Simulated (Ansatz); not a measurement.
# SnO2 (P4_2/mnm): the host for defect calculations, part 2 of 2

Aim: the runs on the perfect crystal SnO2 (P4_2/mnm) that a defect calculation needs first.

Ansatz 0.2.0; plane-wave PAW DFT, r2SCAN; single point of the host's primitive cell on a dense mesh; PAW set soft_1 (the session's first sound run).

So far: The structure; Primitive cell on a dense mesh; Self-consistent run; Defect free supercell relaxed from its symmetric sites.

**5. Defect free supercell relaxed from displaced atoms**

This step: plane-wave PAW DFT, r2SCAN; relaxation of the defect-free supercell from random displacements, a test of the host's stability; PAW set soft_1 (Ansatz 0.2.0).

Contents of pristine.rattled/input.yaml:

```yaml
crystal:
  lattice:
    - [4.7577515366, 4.7577515366, 0.0]
    - [-4.7577515366, 4.7577515366, 0.0]
    - [0.0, 0.0, 6.4013629297]
  atoms:
    - { symbol: Sn, position: [0.0, 0.5, 0.25] }
    - { symbol: Sn, position: [0.5, 0.0, 0.25] }
    - { symbol: Sn, position: [0.0, 0.0, 0.0] }
    - { symbol: Sn, position: [0.5, 0.5, 0.0] }
    - { symbol: O, position: [0.0, 0.8059427668, 0.25] }
    - { symbol: O, position: [0.5, 0.3059427668, 0.25] }
    - { symbol: O, position: [0.0, 0.1940572332, 0.25] }
    - { symbol: O, position: [0.5, 0.6940572332, 0.25] }
    - { symbol: O, position: [0.3059427668, 0.0, 0.0] }
    - { symbol: O, position: [0.8059427668, 0.5, 0.0] }
    - { symbol: O, position: [0.1940572332, 0.5, 0.0] }
    - { symbol: O, position: [0.6940572332, 0.0, 0.0] }
    - { symbol: Sn, position: [0.0, 0.5, 0.75] }
    - { symbol: Sn, position: [0.5, 0.0, 0.75] }
    - { symbol: Sn, position: [0.0, 0.0, 0.5] }
    - { symbol: Sn, position: [0.5, 0.5, 0.5] }
    - { symbol: O, position: [0.0, 0.8059427668, 0.75] }
    - { symbol: O, position: [0.5, 0.3059427668, 0.75] }
    - { symbol: O, position: [0.0, 0.1940572332, 0.75] }
    - { symbol: O, position: [0.5, 0.6940572332, 0.75] }
    - { symbol: O, position: [0.3059427668, 0.0, 0.5] }
    - { symbol: O, position: [0.8059427668, 0.5, 0.5] }
    - { symbol: O, position: [0.1940572332, 0.5, 0.5] }
    - { symbol: O, position: [0.6940572332, 0.0, 0.5] }
basis:
  ecutwfc: 500
  xc_grid: 2
hamiltonian:
  xc: r2scan
  pseudopotentials: { kind: paw, azcp: { folder: soft_1 } }
kpoints:
  mp_grid: { grid: [1, 1, 1], shift: [0.25, 0.25, 0.25] }
scf:
  occupations: { method: fermi_dirac, width: 0.01 }
  max_iter: 80
output:
  forces: true
relax:
  f_tol: 0.01
  max_steps: 120
  random_displacement: { amplitude: 0.08, seed: 5416 }
checkpoint:
  write: "../pristine.rattled.run"
  compress: false
  write_wavefunctions: false
  write_every: 100000
```

Command:

```
ansatz run input.yaml --threads 4 --pin off --max-ram 7536MiB --backend cpu --events-out ev --progress --plain --runs-dir out
```

Numbers of over 12 decimals in the logs are rounded to 6 here.

The program printed:

```text
[...]
Crystal: 24 atoms, lattice volume = 289.805 Å³
Basis set: ecut = 500 eV, 7367 PW (Γ), exchange–correlation on 100×100×96 points (8 copies of the dense FFT grid, shifted against one another)
Bands: 128, of which v1, the nominal top of the filled ones, is band 104 counted from 1 (103 counted from 0)
Symmetry: 1 space group operations
k-points: 1
[...]
SCF iter   1: F=—  HF=-57409.859970 eV  |F-HF|=—  |Δ(HF+E_count)|=         —  Δρ=8.36e-2  dr2=1.63e1  dr2_τ=2.09e0  ethr=3.10e-3  ⟨swp⟩=6.0  Hψ=498  notcnv=0
[...]
SCF iter   9: F=-57408.846667 eV  HF=-57408.846667 eV  |F-HF|=3.44e-8  |Δ(HF+E_count)|=   4.25e-7  Δρ=6.48e-6  dr2=9.47e-8  dr2_τ=6.85e-9  ethr=1.20e-9  ⟨swp⟩=5.0  Hψ=401  notcnv=0
SCF 1 converged in 9 iterations: F = -57408.846667 eV  dr2 = 9.47e-8
[...]
relax step   1: F+E_penalty+E_count = -57408.84666688 eV  Δ(F+E_penalty+E_count) = +0.000e0 eV  max|allowed force component| = 2.806e0 eV/Å  Δτ_max = 0.0000 Å  (9 SCF iters, dr2 threshold 2.50e-6 eV, accepted)
[...]
relax step   2: F+E_penalty+E_count = -57410.04392350 eV  Δ(F+E_penalty+E_count) = -1.197e0 eV  max|allowed force component| = 1.239e0 eV/Å  Δτ_max = 0.1212 Å  (7 SCF iters, dr2 threshold 1.00e-4 eV, accepted)
relax step   3: F+E_penalty+E_count = -57410.30103415 eV  Δ(F+E_penalty+E_count) = -2.571e-1 eV  max|allowed force component| = 1.950e-2 eV/Å  Δτ_max = 0.0733 Å  (6 SCF iters, dr2 threshold 9.59e-5 eV, accepted)
relax step   4: F+E_penalty+E_count = -57410.30103727 eV  Δ(F+E_penalty+E_count) = -3.124e-6 eV  max|allowed force component| = 1.966e-2 eV/Å  Δτ_max = 0.0000 Å  (4 SCF iters, accepted)
relax step   5: F+E_penalty+E_count = -57410.30262167 eV  Δ(F+E_penalty+E_count) = -1.584e-3 eV  max|allowed force component| = 1.883e-2 eV/Å  Δτ_max = 0.0152 Å  (7 SCF iters, accepted)
relax step   6: F+E_penalty+E_count = -57410.30274562 eV  Δ(F+E_penalty+E_count) = -1.240e-4 eV  max|allowed force component| = 7.369e-3 eV/Å  Δτ_max = 0.0028 Å  (5 SCF iters, dr2 threshold 3.25e-7 eV, accepted)
[...]
SCF iter   2: F=-57410.302746 eV  HF=-57410.302746 eV  |F-HF|=2.11e-8  |Δ(HF+E_count)|=   1.81e-8  Δρ=3.56e-6  dr2=3.55e-8  dr2_τ=2.33e-9  ethr=4.81e-11  ⟨swp⟩=3.0  Hψ=433  notcnv=0
SCF 7 converged in 2 iterations: F = -57410.302746 eV  dr2 = 3.55e-8
relax step   7: F+E_penalty+E_count = -57410.30274564 eV  Δ(F+E_penalty+E_count) = -2.318e-8 eV  max|allowed force component| = 7.390e-3 eV/Å  Δτ_max = 0.0000 Å  (2 SCF iters, accepted)
[...]
SCF iter   2: F=-57410.302746 eV  HF=-57410.302746 eV  |F-HF|=9.91e-9  |Δ(HF+E_count)|=   1.52e-8  Δρ=2.31e-6  dr2=1.51e-8  dr2_τ=7.36e-10  ethr=1.71e-11  ⟨swp⟩=3.0  Hψ=340  notcnv=0
SCF 8 converged in 2 iterations: F = -57410.302746 eV  dr2 = 1.51e-8
SCF converged after 2 iterations
Free energy (F): -57410.302746 eV
[...]
Internal energy: -57410.302746 eV  (E = F + TS)
E sigma→0 (E₀):  -57410.302746 eV
Fermi energy:    10.590959 eV
[...]
--- Forces (eV/Å), atoms counted from 1 ---
  atom   1  Sn    -0.00309487     0.00118033     0.00739534
  atom   2  Sn     0.00213890     0.00114797     0.00132536
  atom   3  Sn    -0.00556512     0.00433063     0.00477898
  atom   4  Sn     0.00101817    -0.00286586    -0.00073176
  atom   5  O      0.00295023    -0.00429591    -0.00412050
  atom   6  O     -0.00033549     0.00339785     0.00302614
  atom   7  O      0.00254621    -0.00386582    -0.00560334
  atom   8  O     -0.00229509     0.00567549    -0.00165070
  atom   9  O     -0.00171865    -0.00365846    -0.00119600
  atom  10  O      0.00315226     0.00117133     0.00214167
  atom  11  O      0.00007693     0.00249599    -0.00641685
  atom  12  O      0.00034632    -0.00236235     0.00259631
  atom  13  Sn    -0.00191466    -0.00010620     0.00107613
  atom  14  Sn     0.00352782    -0.00212181    -0.00167606
  atom  15  Sn     0.00447909     0.00064870     0.00710426
  atom  16  Sn     0.00289402     0.00208372    -0.00079655
  atom  17  O      0.00400365    -0.00060610    -0.00488398
  atom  18  O     -0.00439163    -0.00112002    -0.00011926
  atom  19  O      0.00168335     0.00067292    -0.00082162
  atom  20  O     -0.00680024    -0.00117709     0.00540732
  atom  21  O     -0.00432400    -0.00191540     0.00131736
  atom  22  O     -0.00182761    -0.00132053    -0.00584720
  atom  23  O      0.00053984     0.00196849    -0.00002973
  atom  24  O     -0.00021315     0.00040555    -0.00241966
  max |Σ_I F_I| component: 3.12e-3 eV/Å
--- Relaxed structure (7 steps of the walk, 7 accepted, 0 SCFs on fresh bases) ---
  F+E_penalty+E_count = -57410.30274564 eV   max|allowed force component| = 7.390e-3 eV/Å
  atoms:
    - { symbol: Sn, position: [-0.000507, 0.500398, 0.249835] }
    - { symbol: Sn, position: [0.499491, 0.000324, 0.249852] }
    - { symbol: Sn, position: [-0.000469, 0.000314, -0.000149] }
    - { symbol: Sn, position: [0.499502, 0.500397, -0.000165] }
    - { symbol: O, position: [0.002052, 0.806388, 0.250060] }
    - { symbol: O, position: [0.501926, 0.306269, 0.249903] }
    - { symbol: O, position: [-0.002952, 0.194479, 0.249742] }
    - { symbol: O, position: [0.496907, 0.694346, 0.249765] }
    - { symbol: O, position: [0.305496, 0.002836, -3.855357265138973e-5] }
    - { symbol: O, position: [0.805428, 0.502994, -1.8954496418754785e-5] }
    - { symbol: O, position: [0.193532, 0.497888, -0.000227] }
    - { symbol: O, position: [0.693579, -0.002127, -0.000255] }
    - { symbol: Sn, position: [-0.000515, 0.500398, 0.749859] }
    - { symbol: Sn, position: [0.499542, 0.000360, 0.749861] }
    - { symbol: Sn, position: [-0.000512, 0.000486, 0.499842] }
    - { symbol: Sn, position: [0.499472, 0.500276, 0.499838] }
    - { symbol: O, position: [0.001949, 0.806372, 0.749989] }
    - { symbol: O, position: [0.502113, 0.306285, 0.749997] }
    - { symbol: O, position: [-0.003038, 0.194450, 0.749794] }
    - { symbol: O, position: [0.497172, 0.694369, 0.749646] }
    - { symbol: O, position: [0.305486, 0.002831, 0.499992] }
    - { symbol: O, position: [0.805459, 0.502835, 0.500002] }
    - { symbol: O, position: [0.193525, 0.497816, 0.499764] }
    - { symbol: O, position: [0.693554, -0.002108, 0.499729] }
```

Run time: 19 s. Hardware: 4 threads of Arm Neoverse V1, shared host; peak memory 0.58 GiB.

The steps of the relaxation:

| step | energy less that of the first step (eV) | largest force component (eV/Å) |
| --- | --- | --- |
| 1 | 0.0000 | 2.8064 |
| 2 | -1.1973 | 1.2387 |
| 3 | -1.4544 | 0.0195 |
| 4 | -1.4544 | 0.0197 |
| 5 | -1.4560 | 0.0188 |
| 6 | -1.4561 | 0.0074 |
| 7 | -1.4561 | 0.0074 |

The atoms that moved most (Å, from the sites as typed, ahead of the random displacement, the mean shift of all atoms taken out):

| atom | dx | dy | dz | length |
| --- | --- | --- | --- | --- |
| O10 | -0.013 | 0.012 | 0.001 | 0.018 |
| O18 | 0.013 | 0.012 | 0.001 | 0.018 |
| O8 | -0.012 | -0.013 | -0.001 | 0.018 |
| O23 | 0.012 | -0.012 | -0.001 | 0.017 |
| O5 | 0.012 | 0.012 | 0.001 | 0.017 |
| O19 | -0.012 | -0.012 | 0.000 | 0.017 |
| O12 | 0.012 | -0.012 | -0.001 | 0.017 |
| O11 | 0.012 | -0.012 | -0.001 | 0.017 |

The relaxed structure:

```xyz
24
Lattice="4.7578 4.7578 0.0000 -4.7578 4.7578 0.0000 0.0000 0.0000 6.4014" Properties=species:S:1:pos:R:3 pbc="T T T"
Sn   -2.3832    2.3784    1.5993
Sn    2.3749    2.3780    1.5994
Sn   -0.0037   -0.0007   -0.0010
Sn   -0.0043    4.7573   -0.0011
O    -3.8268    3.8464    1.6007
O     0.9309    3.8452    1.5997
O    -0.9393    0.9112    1.5987
O    -0.9394    5.6677    1.5988
O     1.4400    1.4670   -0.0002
O     1.4389    6.2251   -0.0001
O    -1.4480    3.2896   -0.0015
O     3.3100    3.2898   -0.0016
Sn   -2.3832    2.3783    4.8001
Sn    2.3750    2.3784    4.8001
Sn   -0.0047   -0.0001    3.1997
Sn   -0.0038    4.7566    3.1996
O    -3.8272    3.8458    4.8009
O     0.9317    3.8462    4.8010
O    -0.9396    0.9107    4.7997
O    -0.9382    5.6691    4.7988
O     1.4400    1.4669    3.2006
O     1.4398    6.2245    3.2007
O    -1.4477    3.2892    3.1992
O     3.3098    3.2897    3.1989
```

The relaxation ends 61 meV an atom lower than the displaced start, with a largest force component of 0.0074 eV/Å.

**6. Summary of results**

| Property | Result |
| --- | --- |
| supercell relaxed in its symmetry less the displaced and relaxed one | 0.000 eV |
| energy an atom at one point at (¼, ¼, ¼) less that on the dense mesh | -0.001 eV |

Step 5: The energy fell by 1.456 eV from the randomly displaced start; against the sites as typed, O10 ends farthest off, by 0.02 Å, once the mean shift is taken out. The displaced cell ends within 0.01 eV of the symmetric one relaxed in its symmetry, so no lower structure shows in this supercell. All at zero temperature.

[Logs are printed without paths, hosts, clocks, repeated set-up lines and the standing remarks that a program may print on its own settings, such as how far it seeks lower states.]

[Hosts, paths, dates, database ids (printed as entryN), source tags and the programs' standing remarks are cut or masked in the printed files.]

[Runs of the host that timed out are not shown.]

[For some hosts the program warned that the k-mesh of the response run may be too coarse for force constants and the static dielectric constant; such warnings are not always shown.]

[The program warned that the k-mesh of a response run behind this text may be too coarse: force constants, and the static dielectric constant and all else formed from them, are not shown converged.]
